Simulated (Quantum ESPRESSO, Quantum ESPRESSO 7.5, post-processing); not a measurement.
**1T-SnSe2, 3 layers, AA stacking, stepped through the field along the normal**

Wanted: a table for 1T-SnSe2, 3 layers, AA stacking against the field along the normal, and what can be fitted to it.

Program: Quantum ESPRESSO 7.5. Level of theory: plane-wave DFT, PBE, GBRV ultrasoft pseudopotentials (geometry by pw.x at PBE-D3(BJ), GBRV ultrasoft). Results are calculated unless marked as measured.

Most raw output is cut from this account.

### 1. Starting point

The cell holds 9 atoms: 6 Se and 3 Sn. Cell: a = 3.870 Å, b = 3.870 Å, c = 29.731 Å, α = 90.0°, β = 90.0°, γ = 120.0°. It derives from SnSe2. Vacuum lies along c.

As a file:

```cif
data_structure
_symmetry_space_group_name_H-M 'P 1'
_symmetry_Int_Tables_number 1
_cell_length_a 3.8700
_cell_length_b 3.8700
_cell_length_c 29.7315
_cell_angle_alpha 90.000
_cell_angle_beta 90.000
_cell_angle_gamma 120.000
_cell_volume 385.63
loop_
_atom_site_label
_atom_site_type_symbol
_atom_site_fract_x
_atom_site_fract_y
_atom_site_fract_z
_atom_site_occupancy
Se1 Se 0.66667 0.33333 0.28589 1
Sn2 Sn 0.00000 0.00000 0.32138 1
Se3 Se 0.33333 0.66667 0.35688 1
Se4 Se 0.66667 0.33333 0.46451 1
Sn5 Sn 0.00000 0.00000 0.50000 1
Se6 Se 0.33333 0.66667 0.53549 1
Se7 Se 0.66667 0.33333 0.64312 1
Sn8 Sn 0.00000 0.00000 0.67862 1
Se9 Se 0.33333 0.66667 0.71411 1
```

Set-up: Cell and atoms are relaxed without a field with a D3(BJ) correction and then held. Sawtooth field with dipole correction, 17 Å of vacuum in the starting cell, Fermi-Dirac smearing of 0.002 Ry; bands along a path at each field.

Members -0.05, 0.1, -0.1, 0.2, -0.2, 0.3 and -0.3 took the same steps and show in the table alone.

### 2. Relaxing cell and ions of the reference

What the set-up leaves free in this member is relaxed.

The input, ref.relax.in:

```
&control
  prefix = 'ref.relax'
  outdir = './out'
  pseudo_dir = './pseudo'
  nstep = 80
  forc_conv_thr = 0.0004
  calculation = 'vc-relax'
  etot_conv_thr = 1e-06
/
&system
  ibrav = 0
  nat = 9
  ntyp = 2
  ecutwfc = 50
  ecutrho = 250
  vdw_corr = 'grimme-d3'
  dftd3_version = 4
  occupations = 'smearing'
  smearing = 'fd'
  degauss = 0.004
/
&electrons
  conv_thr = 1e-09
  mixing_beta = 0.4
  electron_maxstep = 120
  mixing_mode = 'plain'
/
&ions
/
&cell
  cell_dofree = '2Dxy'
  press_conv_thr = 0.3
/
ATOMIC_SPECIES
  Se  78.9710  se_pbe_v1.uspp.F.UPF
  Sn  118.7100  sn_pbe_v1.4.uspp.F.UPF
CELL_PARAMETERS angstrom
  3.87000000000000 0.00000000000000 0.00000000000000
  -1.93500000000000 3.35151831264578 0.00000000000000
  0.00000000000000 0.00000000000000 29.73146712855717
ATOMIC_POSITIONS crystal
  Se  0.666666666700 0.333333333300 0.285892383421
  Sn  0.000000000000 0.000000000000 0.321384897695
  Se  0.333333333300 0.666666666700 0.356877411968
  Se  0.666666666700 0.333333333300 0.464507485727
  Sn  0.000000000000 0.000000000000 0.500000000000
  Se  0.333333333300 0.666666666700 0.535492514273
  Se  0.666666666700 0.333333333300 0.643122588032
  Sn  0.000000000000 0.000000000000 0.678615102305
  Se  0.333333333300 0.666666666700 0.714107616579
K_POINTS automatic
  12 12 1 0 0 0
```

Run with:

```console
$ OMP_NUM_THREADS=1 mpirun -n 4 pw.x -nk 4 -in ref.relax.in > ref.relax.out
```

Run time: 58 min. Hardware: 4 MPI ranks of Arm Neoverse V2, shared host; peak memory 1.5 GiB; 3.8 h of CPU time.

The steps of the relaxation (22 of 28):

| step | energy less that of the first step (eV) | largest force (eV/Å) | volume (Å³) |
| --- | --- | --- | --- |
| 1 | 0.0000 | 5.2127 | 385.63 |
| 2 | -4.4083 | 3.1714 | 409.30 |
| 4 | -7.3375 | 0.7554 | 438.52 |
| 5 | -7.5357 | 0.3290 | 438.07 |
| 6 | -7.7078 | 0.0699 | 431.40 |
| 7 | -7.9168 | 0.3865 | 415.49 |
| 9 | -8.1279 | 0.2263 | 390.23 |
| 10 | -8.1345 | 0.2221 | 391.24 |
| 11 | -8.1387 | 0.1990 | 391.66 |
| 13 | -8.1506 | 0.2261 | 391.54 |
| 14 | -8.1599 | 0.2794 | 391.09 |
| 15 | -8.1730 | 0.3322 | 390.34 |
| 16 | -8.1908 | 0.3815 | 389.14 |
| 18 | -8.2444 | 0.4930 | 384.65 |
| 19 | -8.2823 | 0.5840 | 380.85 |
| 20 | -8.3241 | 0.5640 | 377.43 |
| 22 | -8.4048 | 0.2117 | 373.67 |
| 23 | -8.4112 | 0.1408 | 374.26 |
| 24 | -8.4129 | 0.0584 | 374.58 |
| 25 | -8.4131 | 0.0114 | 374.57 |
| 27 | -8.4131 | 0.0006 | 374.48 |
| 28 | -8.3793 | 0.0006 | 374.48 |

| cell as run | before | after | change |
| --- | --- | --- | --- |
| a (Å) | 3.870 | 3.814 | -1.5 % |
| b (Å) | 3.870 | 3.814 | -1.5 % |

The atoms that moved most (Å, along periodic axes as changes of fractional coordinates times the final cell, across vacuum about the mean position):

| atom | dx | dy | dz | length |
| --- | --- | --- | --- | --- |
| Se9 | 0.000 | 0.000 | 1.318 | 1.318 |
| Se1 | 0.000 | 0.000 | -1.318 | 1.318 |
| Sn8 | 0.000 | 0.000 | 0.769 | 0.769 |
| Sn2 | 0.000 | 0.000 | -0.769 | 0.769 |
| Se6 | 0.000 | 0.000 | 0.549 | 0.549 |
| Se4 | 0.000 | 0.000 | -0.549 | 0.549 |
| Se7 | 0.000 | 0.000 | 0.219 | 0.219 |
| Se3 | 0.000 | 0.000 | -0.219 | 0.219 |

 The last row is no step: it is a fresh SCF in the final cell with a new plane-wave basis, +34 meV from the row before, a sign that the cell is biased by the basis (Pulay stress).

Numbers from this step:

| Quantity | Value |
| --- | --- |
| free energy | -10065.0690 eV |
| energy at zero smearing | -10065.0688 eV |
| Fermi energy | 2.220 eV |

### 3. SCF with pw.x, 0 V/Å

The self-consistent run of this member.

Level of this step: plane-wave DFT, PBE, GBRV ultrasoft pseudopotentials (Quantum ESPRESSO 7.5).

The input, m0.scf.in:

```
&control
  prefix = 'm0.scf'
  outdir = './out'
  pseudo_dir = './pseudo'
  calculation = 'scf'
  tprnfor = .true.
  tefield = .true.
  dipfield = .true.
/
&system
  ibrav = 0
  nat = 9
  ntyp = 2
  ecutwfc = 40
  ecutrho = 200
  occupations = 'smearing'
  smearing = 'fd'
  degauss = 0.002
  edir = 3
  emaxpos = 0.97
  eopreg = 0.04
  eamp = 0.0
  nbnd = 45
/
&electrons
  conv_thr = 1e-09
  mixing_beta = 0.4
  electron_maxstep = 120
  mixing_mode = 'plain'
/
ATOMIC_SPECIES
  Se  78.9710  se_pbe_v1.uspp.F.UPF
  Sn  118.7100  sn_pbe_v1.4.uspp.F.UPF
CELL_PARAMETERS angstrom
  3.81364117500000 0.00000000000000 0.00000000000000
  -1.90682058800000 3.30271013900000 0.00000000000000
  0.00000000000000 0.00000000000000 29.73146712900000
ATOMIC_POSITIONS crystal
  Se  0.666666666700 0.333333333300 0.241578178700
  Sn  0.000000000000 0.000000000000 0.295528711000
  Se  0.333333333300 0.666666666700 0.349515168400
  Se  0.666666666700 0.333333333300 0.446038539900
  Sn  0.000000000000 0.000000000000 0.500000000000
  Se  0.333333333300 0.666666666700 0.553961460100
  Se  0.666666666700 0.333333333300 0.650484831600
  Sn  0.000000000000 0.000000000000 0.704471289000
  Se  0.333333333300 0.666666666700 0.758421821300
K_POINTS automatic
  6 6 1 0 0 0
```

Run with:

```console
$ OMP_NUM_THREADS=1 mpirun -n 4 pw.x -nk 2 -in m0.scf.in > m0.scf.out
```

The job ended after 1.8 min (4 MPI ranks; peak memory 0.83 GiB; 7.3 min of CPU time).

This step gave:

- free energy: -10061.9466 eV
- Fermi energy: 2.198 eV
- dipole along the normal: 6.25e-5 e·Å
- valence top, on the run's zero: 1.884 eV
- conduction bottom, on the run's zero: 2.493 eV
- gap by band count: 0.6082 eV

### 4. Potential by pp.x, 0 V/Å

plot_num = 11 writes the bare and Hartree potential, from which vacuum levels or, in a crystal, the mean potential are read.

The input, m0.pot.in:

```
&inputpp
  prefix = 'm0.scf'
  outdir = './out'
  filplot = 'm0.pot.dat'
  plot_num = 11
/
```

Run with:

```console
$ OMP_NUM_THREADS=1 mpirun -n 4 pp.x -in m0.pot.in > m0.pot.out
```

Elapsed: 1.1 s, on 4 MPI ranks; peak memory 0.13 GiB; 3.9 s of CPU time.

This step gave:

```
slope of the potential above                                          : 9.74e-5 eV/Å
upper vacuum line continued to the top atoms, over the valence top    : 5.863 eV
slope of the potential below                                          : -7.04e-5 eV/Å
lower vacuum line continued to the bottom atoms, over the valence top : 5.864 eV
vacuum level at the upper face over the valence top of the mesh       : 5.864 eV
vacuum level at the lower face over the valence top of the mesh       : 5.865 eV
```

The potential energy, planar mean oscillates, so the rows of the table below give means over windows of 1 Å about each position, cut where the curve ends. Its maxima inside the range that stand out by 2 % of the span (Å: eV): 7.9: -3.90, 9.6: -3.92, 11.8: 4.70, 13.9: -4.04, 15.8: -4.04, 17.9: 4.70, 20.1: -3.92, 21.8: -3.90. Its minima: 7.2: -10.8, 8.8: -11.3, 10.3: -10.8, 13.2: -10.7, 14.9: -11.4, 16.5: -10.7, 19.4: -10.8, 20.9: -11.3, 22.5: -10.8.

Electrostatic potential energy of an electron, with the sawtooth; zero at the highest filled level of the SCF mesh. Table of potential energy, planar mean by z; means over each step:

| z (Å) | potential energy, planar mean (eV) |
| --- | --- |
| 0 | 5.86 |
| 1 | 5.86 |
| 2 | 5.86 |
| 3 | 5.86 |
| 4 | 5.86 |
| 5 | 5.77 |
| 6 | 4.11 |
| 7 | -7.25 |
| 8 | -6.13 |
| 9 | -9.19 |
| 10 | -7.35 |
| 11 | -1.91 |
| 12 | 3.95 |
| 13 | -6.52 |
| 14 | -6.12 |
| 15 | -9.52 |
| 16 | -6.98 |
| 17 | -3.03 |
| 18 | 4.11 |
| 19 | -5.60 |
| 20 | -6.22 |
| 21 | -9.69 |
| 22 | -6.57 |
| 23 | -4.06 |
| 24 | 5.06 |
| 25 | 5.82 |
| 26 | 5.86 |
| 27 | 5.86 |
| 28 | 5.86 |
| 29 | 5.86 |

### 5. Band structure, 0 V/Å

Bands along a path place the edges.

m0.bands.in is the input of step 3 with these lines changed:

```diff
@@ -1,7 +1,6 @@
 &control
-  prefix = 'm0.scf'
+  prefix = 'm0.bands'
   outdir = './out'
   pseudo_dir = './pseudo'
-  calculation = 'scf'
-  tprnfor = .true.
+  calculation = 'bands'
   tefield = .true.
@@ -25,6 +24,6 @@
 &electrons
-  conv_thr = 1e-09
+  conv_thr = 1e-07
   mixing_beta = 0.4
   electron_maxstep = 120
-  mixing_mode = 'plain'
+  mixing_mode = 'local-TF'
 /
@@ -47,3 +46,7 @@
   Se  0.333333333300 0.666666666700 0.758421821300
-K_POINTS automatic
-  6 6 1 0 0 0
+K_POINTS crystal_b
+4
+  0.0000000000 0.0000000000 0.0000000000 10
+  0.5000000000 0.0000000000 0.0000000000 10
+  0.3333333333 0.3333333333 0.0000000000 10
+  0.0000000000 0.0000000000 0.0000000000 1
```

Run with:

```console
$ cp -r out/m0.scf.save out/m0.bands.save
$ cp out/m0.scf.xml out/m0.bands.xml
$ OMP_NUM_THREADS=1 mpirun -n 4 pw.x -nk 4 -in m0.bands.in > m0.bands.out
```

The job ended after 2.4 min (4 MPI ranks; peak memory 0.64 GiB).

This step gave:

- valence top, on the run's zero: 1.888 eV
- gap by band count: 0.6042 eV

Band numbers count within the set of bands kept for display. Electronic bands along the path, in eV, zero at the highest filled level of the SCF mesh; v1 is the highest filled band, c1 the lowest empty one:

| point | v4 | v3 | v2 | v1 | c1 | c2 | c3 | c4 |
| --- | --- | --- | --- | --- | --- | --- | --- | --- |
| Γ | -0.15 | -0.15 | -0.10 | -0.10 | 1.17 | 1.78 | 2.35 | 3.04 |
| halfway | -0.39 | -0.28 | -0.20 | -0.07 | 1.42 | 1.75 | 2.03 | 3.87 |
| M | -0.81 | -0.68 | -0.46 | -0.28 | 0.61 | 0.70 | 1.07 | 3.78 |
| halfway | -1.06 | -0.90 | -0.66 | -0.48 | 1.36 | 1.47 | 1.53 | 4.46 |
| K | -1.01 | -1.01 | -0.52 | -0.52 | 1.14 | 1.63 | 2.12 | 4.54 |
| halfway | -1.00 | -0.76 | -0.32 | -0.17 | 2.01 | 2.06 | 2.08 | 4.51 |
| Γ | -0.15 | -0.15 | -0.10 | -0.10 | 1.17 | 1.78 | 2.35 | 3.04 |

Along this path the valence top lies between Γ and M and the conduction bottom at M.

### 6. SCF with pw.x, 0.05 V/Å

m1.scf.in is the input of step 3 with these lines changed:

```diff
@@ -1,3 +1,3 @@
 &control
-  prefix = 'm0.scf'
+  prefix = 'm1.scf'
   outdir = './out'
@@ -21,3 +21,3 @@
   eopreg = 0.04
-  eamp = 0.0
+  eamp = 0.00097235
   nbnd = 45
@@ -29,2 +29,3 @@
   mixing_mode = 'plain'
+  startingpot = 'file'
 /
```

Run with:

```console
$ cp -r out/m0.scf.save out/m1.scf.save
$ OMP_NUM_THREADS=1 mpirun -n 4 pw.x -nk 2 -in m1.scf.in > m1.scf.out
```

The job ended after 2.2 min (4 MPI ranks; peak memory 0.86 GiB).

This step gave:

```
free energy                          : -10061.9480 eV
Fermi energy                         : 2.205 eV
dipole along the normal              : 0.05721 e·Å
valence top, on the run's zero       : 1.895 eV
conduction bottom, on the run's zero : 2.496 eV
gap by band count                    : 0.6009 eV
```

### 7. Ground state, 0.4 V/Å

m9.scf.in is the input of step 6 with these lines changed:

```diff
@@ -1,3 +1,3 @@
 &control
-  prefix = 'm1.scf'
+  prefix = 'm9.scf'
   outdir = './out'
@@ -21,3 +21,3 @@
   eopreg = 0.04
-  eamp = 0.00097235
+  eamp = 0.00777876
   nbnd = 45
```

Run with:

```console
$ cp -r out/m0.scf.save out/m9.scf.save
$ OMP_NUM_THREADS=1 mpirun -n 4 pw.x -nk 2 -in m9.scf.in > m9.scf.out
```

It took 3.4 min on 4 MPI ranks; peak memory 0.82 GiB.

Numbers from this step:

```
free energy                          : -10062.0382 eV
energy at zero smearing              : -10062.0382 eV
Fermi energy                         : 2.256 eV
dipole along the normal              : 0.4589 e·Å
valence top, on the run's zero       : 2.066 eV
conduction bottom, on the run's zero : 2.426 eV
gap by band count                    : 0.3595 eV
```

### 8. Ground state, -0.4 V/Å

m10.scf.in is the input of step 7 with these lines changed:

```diff
@@ -1,3 +1,3 @@
 &control
-  prefix = 'm9.scf'
+  prefix = 'm10.scf'
   outdir = './out'
@@ -21,3 +21,3 @@
   eopreg = 0.04
-  eamp = 0.00777876
+  eamp = -0.00777876
   nbnd = 45
```

Run with:

```console
$ cp -r out/m0.scf.save out/m10.scf.save
$ OMP_NUM_THREADS=1 mpirun -n 4 pw.x -nk 2 -in m10.scf.in > m10.scf.out
```

It took 3.6 min on 4 MPI ranks; peak memory 0.85 GiB; 14 min of CPU time.

Read from the output:

| Item | Value |
| --- | --- |
| Fermi energy | 2.150 eV |
| dipole along the normal | -0.4588 e·Å |
| valence top, on the run's zero | 1.960 eV |
| conduction bottom, on the run's zero | 2.320 eV |
| gap by band count | 0.3596 eV |

### 9. The series side by side

The series in one table, energies over the lowest:

```
the field along the normal  dipole (e Å)  gap along the path (eV)  upper vacuum line at the top atoms, over the zero (eV)  lower vacuum line at the bottom atoms, over the zero (eV)  energy (eV)
                  -0.4 V/Å       -0.4588                   0.3521                                                   5.964                                                       5.52       0.0000
                  -0.3 V/Å       -0.3438                   0.4336                                                   5.945                                                      5.617       0.0401
                  -0.2 V/Å       -0.2291                    0.512                                                   5.928                                                       5.71       0.0688
                  -0.1 V/Å       -0.1145                   0.5762                                                   5.905                                                      5.796       0.0859
                 -0.05 V/Å      -0.05721                   0.5965                                                   5.887                                                      5.833       0.0902
                     0 V/Å     6.246e-05                   0.6042                                                   5.863                                                      5.864       0.0917
                  0.05 V/Å       0.05721                   0.5965                                                   5.833                                                      5.887       0.0902
                   0.1 V/Å        0.1145                   0.5764                                                   5.796                                                      5.905       0.0859
                   0.2 V/Å        0.2292                   0.5127                                                   5.709                                                      5.929       0.0688
                   0.3 V/Å        0.3437                   0.4331                                                   5.617                                                      5.944       0.0401
                   0.4 V/Å        0.4589                   0.3527                                                   5.519                                                      5.965       0.0000
```

### 10. A check by hand

4πα/A = 180.95 × 1.1452 e Å²/V / 12.595 Å² = 16.45 Å.

In linear response the energy changes by −(p₀ + p)E/2: at 0.2 V/Å, −(0.0001 + 0.2292) × 0.2/2 = -0.0229 eV; the runs give -0.0229 eV.

### 11. Results

```
4πα/A from the weak fields                                                       : 16.45 Å
gap along the path, at -0.4 V/Å and at 0.4 V/Å                                   : 0.35, 0.35 eV
upper vacuum line at the top atoms, over the zero, at -0.4 V/Å and at 0.4 V/Å    : 5.96, 5.52 eV
lower vacuum line at the bottom atoms, over the zero, at -0.4 V/Å and at 0.4 V/Å : 5.52, 5.96 eV
```

**Reading.** The series holds 11 members; 4πα/A from the weak fields: 16.45 Å (PBE, GBRV ultrasoft). The strongest fields leave the weak-field line by 0.2 % of the induced dipole. From -0.4 V/Å to 0.4 V/Å the gap along the path goes from 0.35 to 0.35 eV by way of 0.60 at 0 V/Å. From -0.4 V/Å to 0.4 V/Å the upper vacuum line at the top atoms, over the zero falls from 5.96 to 5.52 eV. From -0.4 V/Å to 0.4 V/Å the lower vacuum line at the bottom atoms, over the zero rises from 5.52 to 5.96 eV. Ions are held; semilocal gaps are too small; in strong fields empty levels can belong to the vacuum; one stacking.

[Logs are printed without paths, hosts, clocks, repeated set-up lines and the standing remarks that a program may print on its own settings, such as how far it seeks lower states.]

[Hosts, paths, dates, database ids (printed as entryN), source tags and the programs' standing remarks are cut or masked in the printed files.]

[Maps of the electrostatic potential energy from Ansatz leave out the sawtooth potential of an applied field or a dipole correction, so their vacuum need not be flat; planar profiles and work functions include it.]
